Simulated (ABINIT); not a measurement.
An input for ABINIT 10.8.3 (Ca2H6Os (Fm-3m)):

```
acell 3*1.0 Angstrom
rprim 
  -0.000000000000 3.614821300000 3.614821300000
  3.614821300000 -0.000000000000 3.614821300000
  3.614821300000 3.614821300000 -0.000000000000
ntypat 3
znucl 20 1 76
natom 9
typat 1 1 2 2 2 2 2 2 3
xred 
  0.250000000000 0.250000000000 0.250000000000
  0.750000000000 0.750000000000 0.750000000000
  0.762819760000 0.237180240000 0.237180240000
  0.237180240000 0.762819760000 0.762819760000
  0.237180240000 0.762819760000 0.237180240000
  0.762819760000 0.237180240000 0.762819760000
  0.237180240000 0.237180240000 0.762819760000
  0.762819760000 0.762819760000 0.237180240000
  0.000000000000 0.000000000000 0.000000000000
pp_dirpath "pseudos"
pseudos "Ca.upf, H.upf, Os.upf"
ecut 33
ngkpt 2 2 2
nshiftk 1
shiftk 0 0 0
kptopt 1
chksymbreak 0
istwfk *1
occopt 1
irdwfk 1
optdriver 4
nband 83
gwcalctyp 10
ecutsigx 33
symsigma 1
nkptgw 3
kptgw 
  0.0000000000 0.0000000000 0.0000000000
  0.5000000000 0.0000000000 0.0000000000
  0.5000000000 0.5000000000 0.0000000000
bdgw 
  13 29
  13 29
  13 29
ecuteps 3.9
irdscr 1
ppmodel 1
irdqps 1
indata_prefix "in"
outdata_prefix "out"
tmpdata_prefix "tmp"
```

```sh
OMP_NUM_THREADS=1 mpirun -n 4 abinit run.abi > log
```

How long will it take on 4 MPI ranks of Arm Neoverse V2, shared host, and how much memory?

It took 16 s; on shared hardware allow 8 s to 32 s. Peak host memory was 1.2 GiB.

[Paths, hosts, dates, memory and timing lines, banners, echoed tables and standing remarks are left out of the program output.]

[Logs are printed without paths, hosts, clocks, repeated set-up lines and the standing remarks that a program may print on its own settings, such as how far it seeks lower states.]

[Runs of the session that timed out or met a known fault of the program may be left out.]

[Hosts, paths, dates, database ids (printed as entryN), source tags and the programs' standing remarks are cut or masked in the printed files.]

[G0W0 gaps are taken among the corrected bands and points alone; a level outside them can change the order at an edge.]

[Where Ansatz stands beside ABINIT at settings called matched, ABINIT's density can come from a denser mesh and the files from another edition; pairs whose starting gaps differed by over 0.03 eV were left out, so agreement reads better than it is.]
